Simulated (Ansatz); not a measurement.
# The perfect C wire along [111], 38 atoms a period, H-terminated

What gap, if any, does the C wire along [111], 38 atoms a period, H-terminated have, and how does it change with the functional and under strain?

Program: Ansatz 0.2.0. Level of theory: DFT PBE, plane waves, PAW; relaxation of a wire's period; PAW set soft_1, in the first sound run; inputs show where later runs differ. Results are calculated unless marked as measured.

## Step 1: Set-up

The cell holds 68 atoms: 38 C and 30 H. Cell: a = 13.678 Å, b = 14.742 Å, c = 6.183 Å, α = 90.0°, β = 90.0°, γ = 90.0°. Vacuum lies along a and b. The structure's axis is c.

## Step 2: Relaxation of atoms and period

Band widths follow the bond lengths, so the wire is relaxed first. The atoms and the third cell vector are free; the box across stays fixed as vacuum. A Fermi-Dirac smearing is set since the result may be a metal. The pressure printed is a third of the stress's trace over the whole box, vacuum included; only the stress along the axis is relaxed.

File input.yaml:

```yaml
crystal:
  lattice:
    - [13.678, 0.0, 0.0]
    - [0.0, 14.742, 0.0]
    - [0.0, 0.0, 6.183421383]
  atoms:
    - { symbol: C, position: [0.407710321, 0.351693754, 0.0] }
    - { symbol: C, position: [0.499988842, 0.499989073, 0.0] }
    - { symbol: C, position: [0.592267362, 0.351693754, 0.0] }
    - { symbol: C, position: [0.684545883, 0.499989073, 0.0] }
    - { symbol: C, position: [0.315431801, 0.499989073, 0.25] }
    - { symbol: C, position: [0.407710321, 0.351693754, 0.25] }
    - { symbol: C, position: [0.407710321, 0.648284393, 0.25] }
    - { symbol: C, position: [0.499988842, 0.499989073, 0.25] }
    - { symbol: C, position: [0.592267362, 0.351693754, 0.25] }
    - { symbol: C, position: [0.592267362, 0.648284393, 0.25] }
    - { symbol: C, position: [0.684545883, 0.499989073, 0.25] }
    - { symbol: H, position: [0.248574353, 0.634666828, 0.272956835] }
    - { symbol: H, position: [0.499988842, 0.230633564, 0.272956835] }
    - { symbol: H, position: [0.751403331, 0.634666828, 0.272956835] }
    - { symbol: H, position: [0.248574353, 0.464174865, 0.310376499] }
    - { symbol: H, position: [0.340852874, 0.315879546, 0.310376499] }
    - { symbol: H, position: [0.407710321, 0.71991281, 0.310376499] }
    - { symbol: H, position: [0.592267362, 0.71991281, 0.310376499] }
    - { symbol: H, position: [0.65912481, 0.315879546, 0.310376499] }
    - { symbol: H, position: [0.751403331, 0.464174865, 0.310376499] }
    - { symbol: C, position: [0.315431801, 0.59885262, 0.333333333] }
    - { symbol: C, position: [0.407710321, 0.4505573, 0.333333333] }
    - { symbol: C, position: [0.499988842, 0.59885262, 0.333333333] }
    - { symbol: C, position: [0.499988842, 0.302261981, 0.333333333] }
    - { symbol: C, position: [0.592267362, 0.4505573, 0.333333333] }
    - { symbol: C, position: [0.684545883, 0.59885262, 0.333333333] }
    - { symbol: C, position: [0.315431801, 0.59885262, 0.583333333] }
    - { symbol: C, position: [0.407710321, 0.4505573, 0.583333333] }
    - { symbol: C, position: [0.499988842, 0.59885262, 0.583333333] }
    - { symbol: C, position: [0.499988842, 0.302261981, 0.583333333] }
    - { symbol: C, position: [0.592267362, 0.4505573, 0.583333333] }
    - { symbol: C, position: [0.684545883, 0.59885262, 0.583333333] }
    - { symbol: H, position: [0.248574353, 0.436939736, 0.606290168] }
    - { symbol: H, position: [0.315431801, 0.32949711, 0.606290168] }
    - { symbol: H, position: [0.433131394, 0.733530374, 0.606290168] }
    - { symbol: H, position: [0.56684629, 0.733530374, 0.606290168] }
    - { symbol: H, position: [0.684545883, 0.32949711, 0.606290168] }
    - { symbol: H, position: [0.751403331, 0.436939736, 0.606290168] }
    - { symbol: H, position: [0.248574353, 0.563038411, 0.643709832] }
    - { symbol: H, position: [0.315431801, 0.670481037, 0.643709832] }
    - { symbol: H, position: [0.433131394, 0.266447773, 0.643709832] }
    - { symbol: H, position: [0.56684629, 0.266447773, 0.643709832] }
    - { symbol: H, position: [0.684545883, 0.670481037, 0.643709832] }
    - { symbol: H, position: [0.751403331, 0.563038411, 0.643709832] }
    - { symbol: C, position: [0.315431801, 0.401125527, 0.666666667] }
    - { symbol: C, position: [0.407710321, 0.549420846, 0.666666667] }
    - { symbol: C, position: [0.499988842, 0.401125527, 0.666666667] }
    - { symbol: C, position: [0.499988842, 0.697716166, 0.666666667] }
    - { symbol: C, position: [0.592267362, 0.549420846, 0.666666667] }
    - { symbol: C, position: [0.684545883, 0.401125527, 0.666666667] }
    - { symbol: C, position: [0.315431801, 0.401125527, 0.916666667] }
    - { symbol: C, position: [0.407710321, 0.549420846, 0.916666667] }
    - { symbol: C, position: [0.499988842, 0.401125527, 0.916666667] }
    - { symbol: C, position: [0.499988842, 0.697716166, 0.916666667] }
    - { symbol: C, position: [0.592267362, 0.549420846, 0.916666667] }
    - { symbol: C, position: [0.684545883, 0.401125527, 0.916666667] }
    - { symbol: H, position: [0.248574353, 0.535803282, 0.939623501] }
    - { symbol: H, position: [0.340852874, 0.684098601, 0.939623501] }
    - { symbol: H, position: [0.407710321, 0.280065337, 0.939623501] }
    - { symbol: H, position: [0.592267362, 0.280065337, 0.939623501] }
    - { symbol: H, position: [0.65912481, 0.684098601, 0.939623501] }
    - { symbol: H, position: [0.751403331, 0.535803282, 0.939623501] }
    - { symbol: H, position: [0.248574353, 0.365311319, 0.977043165] }
    - { symbol: H, position: [0.499988842, 0.769344583, 0.977043165] }
    - { symbol: H, position: [0.751403331, 0.365311319, 0.977043165] }
    - { symbol: C, position: [0.315431801, 0.499989073, 0.0] }
    - { symbol: C, position: [0.407710321, 0.648284393, 0.0] }
    - { symbol: C, position: [0.592267362, 0.648284393, 0.0] }
kpoints:
  mp_grid: { grid: [1, 1, 13] }
scf:
  occupations: { method: fermi_dirac, width: 0.05 }
hamiltonian:
  xc: pbe
  pseudopotentials: { kind: paw, azcp: { folder: soft_1 } }
relax:
  cell: { fix: [a, b, alpha, beta, gamma] }
  max_steps: 45
  f_tol: 0.03
```

Started as:

```
$ ansatz run input.yaml --threads 16 --pin off --max-ram 61440MiB --backend cuda --events-out ev --progress --plain --runs-dir out --max-vram 78GiB
```

Numbers of over 12 decimals in the logs are rounded to 6 here.

Output:

```text
Engine: ansatz 0.2.0, aarch64-unknown-linux-gnu
Pseudopotentials: kind: paw
Pseudopotential: C, paw, valence charge 4, recommended cutoff 420 eV (normal), soft_1/C.paw.azcp
Pseudopotential: H, paw, valence charge 1, recommended cutoff 420 eV (normal), soft_1/H.paw.azcp
Functional definition: PBE
  parameter kappa = 0.804
  parameter beta = 0.066725
  exchange = pbe_x(kappa = kappa, mu = beta*pi^2/3)
  correlation = pbe_c(beta = beta)
[...]
Crystal: 68 atoms, lattice volume = 1246.832 Å³
Basis set: ecut = 420 eV, 24357 PW (Γ), exchange–correlation on 192×200×90 points (8 copies of the dense FFT grid, shifted against one another)
Bands: 159, of which v1, the nominal top of the filled ones, is band 91 counted from 1 (90 counted from 0)
Symmetry: 4 space group operations
Space group: P2/m (ITA 10), of the structure as read, at distance tolerance 1.1e-4 Å
k-points: 7 of 13
Non-local potential: C, projectors of the file, l = 0: 2, l = 1: 2, l = 2: 1
Non-local potential: H, projectors of the file, l = 0: 2, l = 1: 1
PAW form: soft (Blöchl's): semilocal exchange-correlation on the pseudo side does not see the compensation charge
PAW one-centre angular grid: C, 110 points (default); XC on 64 Gauss nodes
PAW one-centre angular grid: H, 110 points (default); XC on 64 Gauss nodes
Initial density: superposition of atomic densities (neutral atoms: chi_scale 0, normalization atom)
Initial wavefunctions: pseudopotential atomic-orbital guess
[...]
Functional: x = pbe(κ = 0.804, μ = 0.219515), c = pbe(β = 0.066725)
SCF iter   1: F=—  HF=-10042.632560 eV  |F-HF|=—  |Δ(HF+E_count)|=         —  Δρ=7.69e-2  dr2=8.20e1  ethr=3.10e-3  ⟨swp⟩=7.6  Hψ=5968  notcnv=0  defer=197
preconditioner: auto → Resta (q_TF=auto, 1.980 Å⁻¹)  ε∞=1.7  [insulator: Δε(μ)=7.207 eV  Ē_g=17.007 eV  σ=0.050 eV  W_gap=1.00  n_scr=154 (ndim 8)  ℏωp=14.2 eV  f_vac=0.595  D(μ)=0.00/eV (n_scr^D=0)  ε∞_Penn≈1.7  vacuum switching on, ρ_ref=2.1e-2 e/Å³]
SCF iter   2: F=—  HF=-10017.236031 eV  |F-HF|=—  |Δ(HF+E_count)|=    2.54e1  Δρ=3.51e-2  dr2=1.01e1  ethr=3.10e-3  ⟨swp⟩=3.9  Hψ=2379  notcnv=0  defer=436
[...]
SCF iter  10: F=-10014.323930 eV  HF=-10014.323930 eV  |F-HF|=2.79e-9  |Δ(HF+E_count)|=   6.25e-9  Δρ=1.21e-6  dr2=1.38e-8  ethr=5.49e-11  ⟨swp⟩=4.0  Hψ=2966  notcnv=0
SCF 1 converged in 10 iterations: F = -10014.323930 eV  dr2 = 1.38e-8
  greatest PAW one-centre occupation: 0.650 electrons in one spin orbital (limit 2), on the C atom at site 49 (counted from 0), in its partial waves of l = 0
relax step   1: F+E_penalty+E_count = -10014.32393043 eV  Δ(F+E_penalty+E_count) = +0.000e0 eV  max|allowed force component| = 8.506e-1 eV/Å  Δτ_max = 0.0000 Å  P = -0.353 GPa  Ω = 1246.832 Å³  fix = [a, b, alpha, beta, gamma]  reactions: a -1.265, b -1.266 GPa; alpha -0.000 GPa/rad  (10 SCF iters, dr2 threshold 1.00e-7 eV, accepted)
[...]
Crystal: 68 atoms, lattice volume = 1278.347 Å³
Basis set: ecut = 420 eV, 24985 PW (Γ), exchange–correlation on 192×200×90 points (8 copies of the dense FFT grid, shifted against one another)
[...]
iter 1 solved again at ethr=5.20e-4 eV; its pass at ethr=3.10e-3 eV (dr2=9.46e-1 eV) is discarded
SCF iter   1: F=—  HF=-10015.192554 eV  |F-HF|=—  |Δ(HF+E_count)|=         —  Δρ=1.18e-2  dr2=9.67e-1  ethr=5.20e-4  ⟨swp⟩=8.3  Hψ=5968  notcnv=0  defer=1
preconditioner: auto → Resta (q_TF=auto, 1.971 Å⁻¹)  ε∞=1.9  [insulator: Δε(μ)=3.565 eV  Ē_g=14.728 eV  σ=0.050 eV  W_gap=1.00  n_scr=154 (ndim 8)  ℏωp=14.0 eV  f_vac=0.650  D(μ)=0.00/eV (n_scr^D=0)  ε∞_Penn≈1.9  vacuum switching on, ρ_ref=1.6e-2 e/Å³]
SCF iter   2: F=—  HF=-10015.026948 eV  |F-HF|=—  |Δ(HF+E_count)|=   1.66e-1  Δρ=5.30e-3  dr2=1.45e-1  ethr=5.20e-4  ⟨swp⟩=3.1  Hψ=1810  notcnv=0  defer=245
[...]
SCF iter   6: F=-10015.024139 eV  HF=-10015.024137 eV  |F-HF|=1.71e-6  |Δ(HF+E_count)|=   1.77e-5  Δρ=1.69e-5  dr2=3.01e-6  ethr=3.74e-9  ⟨swp⟩=3.0  Hψ=3728  notcnv=0
SCF 2 converged in 6 iterations: F = -10015.024139 eV  dr2 = 3.01e-6
  greatest PAW one-centre occupation: 0.652 electrons in one spin orbital (limit 2), on the C atom at site 49 (counted from 0), in its partial waves of l = 0
relax step   2: F+E_penalty+E_count = -10015.02413889 eV  Δ(F+E_penalty+E_count) = -7.002e-1 eV  max|allowed force component| = 8.210e-1 eV/Å  Δτ_max = 0.1164 Å  P = -0.339 GPa  Ω = 1278.347 Å³  energy of the carried Pulay correction = -2.703e-2 eV  fix = [a, b, alpha, beta, gamma]  reactions: a +0.067, b +0.066 GPa; alpha +0.000 GPa/rad  (6 SCF iters, dr2 threshold 6.80e-6 eV, accepted)
[...]
relax step   3: F+E_penalty+E_count = -10015.14587963 eV  Δ(F+E_penalty+E_count) = -1.217e-1 eV  max|allowed force component| = 2.436e-1 eV/Å  Δτ_max = 0.0215 Å  P = -0.157 GPa  Ω = 1268.941 Å³  energy of the carried Pulay correction = -1.903e-2 eV  fix = [a, b, alpha, beta, gamma]  reactions: a -0.174, b -0.175 GPa; alpha -0.000 GPa/rad  (5 SCF iters, dr2 threshold 6.80e-6 eV, accepted)
[...]
relax step   4: F+E_penalty+E_count = -10015.15534496 eV  Δ(F+E_penalty+E_count) = -9.465e-3 eV  max|allowed force component| = 2.476e-2 eV/Å  Δτ_max = 0.0050 Å  P = -0.004 GPa  Ω = 1268.125 Å³  energy of the carried Pulay correction = -1.833e-2 eV  fix = [a, b, alpha, beta, gamma]  reactions: a -0.013, b -0.015 GPa; alpha +0.000 GPa/rad  (5 SCF iters, dr2 threshold 3.71e-6 eV, accepted)
[...]
relax step   5: F+E_penalty+E_count = -10015.17776795 eV  Δ(F+E_penalty+E_count) = -2.242e-2 eV  max|allowed force component| = 2.585e-2 eV/Å  Δτ_max = 0.0000 Å  P = +0.023 GPa  Ω = 1268.125 Å³  fix = [a, b, alpha, beta, gamma]  reactions: a +0.000, b -0.002 GPa; alpha +0.000 GPa/rad  stress off target by 7.13e-2 GPa on what of the cell is left free  SCF on the basis re-selected at this cell (its energy is not comparable with the rows above)  (6 SCF iters)
[...]
relax step   6: F+E_penalty+E_count = -10015.17764797 eV  Δ(F+E_penalty+E_count) = +1.200e-4 eV  max|allowed force component| = 4.480e-3 eV/Å  Δτ_max = 0.0007 Å  P = +0.002 GPa  Ω = 1268.555 Å³  energy of the carried Pulay correction = -3.876e-4 eV  fix = [a, b, alpha, beta, gamma]  reactions: a +0.003, b +0.001 GPa; alpha +0.000 GPa/rad  (5 SCF iters, dr2 threshold 1.27e-8 eV, accepted)
[...]
relax step   7: F+E_penalty+E_count = -10015.17804275 eV  Δ(F+E_penalty+E_count) = -3.948e-4 eV  max|allowed force component| = 4.493e-3 eV/Å  Δτ_max = 0.0000 Å  P = +0.003 GPa  Ω = 1268.555 Å³  fix = [a, b, alpha, beta, gamma]  reactions: a +0.003, b +0.001 GPa; alpha +0.000 GPa/rad  stress off target by 3.24e-3 GPa on what of the cell is left free  SCF on the basis re-selected at this cell (its energy is not comparable with the rows above)  (5 SCF iters)
[...]
- { symbol: C, position: [0.683371, 0.500763, 0.246786] }
    - { symbol: H, position: [0.250631, 0.633562, 0.271451] }
    - { symbol: H, position: [0.499989, 0.232838, 0.271446] }
    - { symbol: H, position: [0.749346, 0.633562, 0.271451] }
    - { symbol: H, position: [0.249678, 0.465832, 0.300659] }
    - { symbol: H, position: [0.342952, 0.315939, 0.300660] }
    - { symbol: H, position: [0.406716, 0.718196, 0.300665] }
    - { symbol: H, position: [0.593262, 0.718196, 0.300665] }
    - { symbol: H, position: [0.657026, 0.315939, 0.300660] }
    - { symbol: H, position: [0.750300, 0.465832, 0.300659] }
    - { symbol: C, position: [0.316402, 0.598333, 0.331394] }
    - { symbol: C, position: [0.406706, 0.450020, 0.334458] }
    - { symbol: C, position: [0.499989, 0.599929, 0.334461] }
    - { symbol: C, position: [0.499989, 0.303302, 0.331390] }
    - { symbol: C, position: [0.593271, 0.450020, 0.334458] }
    - { symbol: C, position: [0.683576, 0.598333, 0.331394] }
    - { symbol: C, position: [0.315121, 0.599020, 0.574344] }
    - { symbol: C, position: [0.406326, 0.449816, 0.583920] }
    - { symbol: C, position: [0.499989, 0.600335, 0.583922] }
    - { symbol: C, position: [0.499989, 0.301929, 0.574340] }
    - { symbol: C, position: [0.593651, 0.449816, 0.583920] }
    - { symbol: C, position: [0.684856, 0.599020, 0.574344] }
    - { symbol: H, position: [0.247512, 0.433022, 0.619500] }
    - { symbol: H, position: [0.311251, 0.330600, 0.619504] }
    - { symbol: H, position: [0.436254, 0.736341, 0.619506] }
    - { symbol: H, position: [0.563723, 0.736341, 0.619506] }
    - { symbol: H, position: [0.688727, 0.330600, 0.619504] }
    - { symbol: H, position: [0.752466, 0.433022, 0.619500] }
    - { symbol: H, position: [0.247512, 0.566956, 0.630500] }
    - { symbol: H, position: [0.311251, 0.669378, 0.630496] }
    - { symbol: H, position: [0.436254, 0.263637, 0.630494] }
    - { symbol: H, position: [0.563723, 0.263637, 0.630494] }
    - { symbol: H, position: [0.688727, 0.669378, 0.630496] }
    - { symbol: H, position: [0.752466, 0.566956, 0.630500] }
    - { symbol: C, position: [0.315121, 0.400958, 0.675656] }
    - { symbol: C, position: [0.406326, 0.550162, 0.666080] }
    - { symbol: C, position: [0.499989, 0.399643, 0.666078] }
    - { symbol: C, position: [0.499989, 0.698049, 0.675660] }
    - { symbol: C, position: [0.593651, 0.550162, 0.666080] }
    - { symbol: C, position: [0.684856, 0.400958, 0.675656] }
    - { symbol: C, position: [0.316402, 0.401645, 0.918606] }
    - { symbol: C, position: [0.406706, 0.549958, 0.915542] }
    - { symbol: C, position: [0.499989, 0.400050, 0.915539] }
    - { symbol: C, position: [0.499989, 0.696676, 0.918610] }
    - { symbol: C, position: [0.593271, 0.549958, 0.915542] }
    - { symbol: C, position: [0.683576, 0.401645, 0.918606] }
    - { symbol: H, position: [0.249678, 0.534146, 0.949341] }
    - { symbol: H, position: [0.342952, 0.684039, 0.949340] }
    - { symbol: H, position: [0.406716, 0.281782, 0.949335] }
    - { symbol: H, position: [0.593262, 0.281782, 0.949335] }
    - { symbol: H, position: [0.657026, 0.684039, 0.949340] }
    - { symbol: H, position: [0.750300, 0.534146, 0.949341] }
    - { symbol: H, position: [0.250631, 0.366416, 0.978549] }
    - { symbol: H, position: [0.499989, 0.767140, 0.978554] }
    - { symbol: H, position: [0.749346, 0.366416, 0.978549] }
    - { symbol: C, position: [0.316607, 0.499215, 0.00321418] }
    - { symbol: C, position: [0.409021, 0.647727, 0.0032162] }
    - { symbol: C, position: [0.590957, 0.647727, 0.0032162] }
```

It took 6 s on 1 × NVIDIA GB200 with 16 threads of Arm Neoverse V2, shared host; peak memory 1.4 GiB; 23 s of CPU time.

Relaxation path:

| step | energy less that of the first step (eV) | largest force component (eV/Å) | pressure (GPa) | volume (Å³) |
| --- | --- | --- | --- | --- |
| 1 | 0.0000 | 0.8506 | -0.35 | 1246.83 |
| 2 | -0.7002 | 0.8210 | -0.34 | 1278.35 |
| 3 | -0.8219 | 0.2436 | -0.16 | 1268.94 |
| 4 | -0.8314 | 0.0248 | 0.00 | 1268.13 |
| 5 | -0.8538 | 0.0259 | 0.02 | 1268.13 |
| 6 | -0.8537 | 0.0045 | 0.00 | 1268.55 |
| 7 | -0.8541 | 0.0045 | 0.00 | 1268.55 |

The run keeps the 4 symmetry operations that it works with, so distortions that break them were not tested.

| cell as run | before | after | change |
| --- | --- | --- | --- |
| c (Å) | 6.183 | 6.291 | +1.7 % |

The atoms that moved most (Å, along periodic axes as changes of fractional coordinates times the final cell, across vacuum about the mean position):

| atom | dx | dy | dz | length |
| --- | --- | --- | --- | --- |
| H42 | -0.043 | -0.041 | -0.083 | 0.102 |
| H36 | -0.043 | 0.041 | 0.083 | 0.102 |
| H41 | 0.043 | -0.041 | -0.083 | 0.102 |
| H35 | 0.043 | 0.041 | 0.083 | 0.102 |
| H33 | -0.015 | -0.058 | 0.083 | 0.102 |
| H38 | 0.015 | -0.058 | 0.083 | 0.102 |
| H39 | -0.015 | 0.058 | -0.083 | 0.102 |
| H44 | 0.015 | 0.058 | -0.083 | 0.102 |

This step gave:

```
cell length along the wire : 6.291 Å
```

The cell's length comes to 6.291 Å with spin left out.

(Continued in part 2 of 3.)

[Logs are printed without paths, hosts, clocks, repeated set-up lines and the standing remarks that a program may print on its own settings, such as how far it seeks lower states.]

[Hosts, paths, dates, database ids (printed as entryN), source tags and the programs' standing remarks are cut or masked in the printed files.]
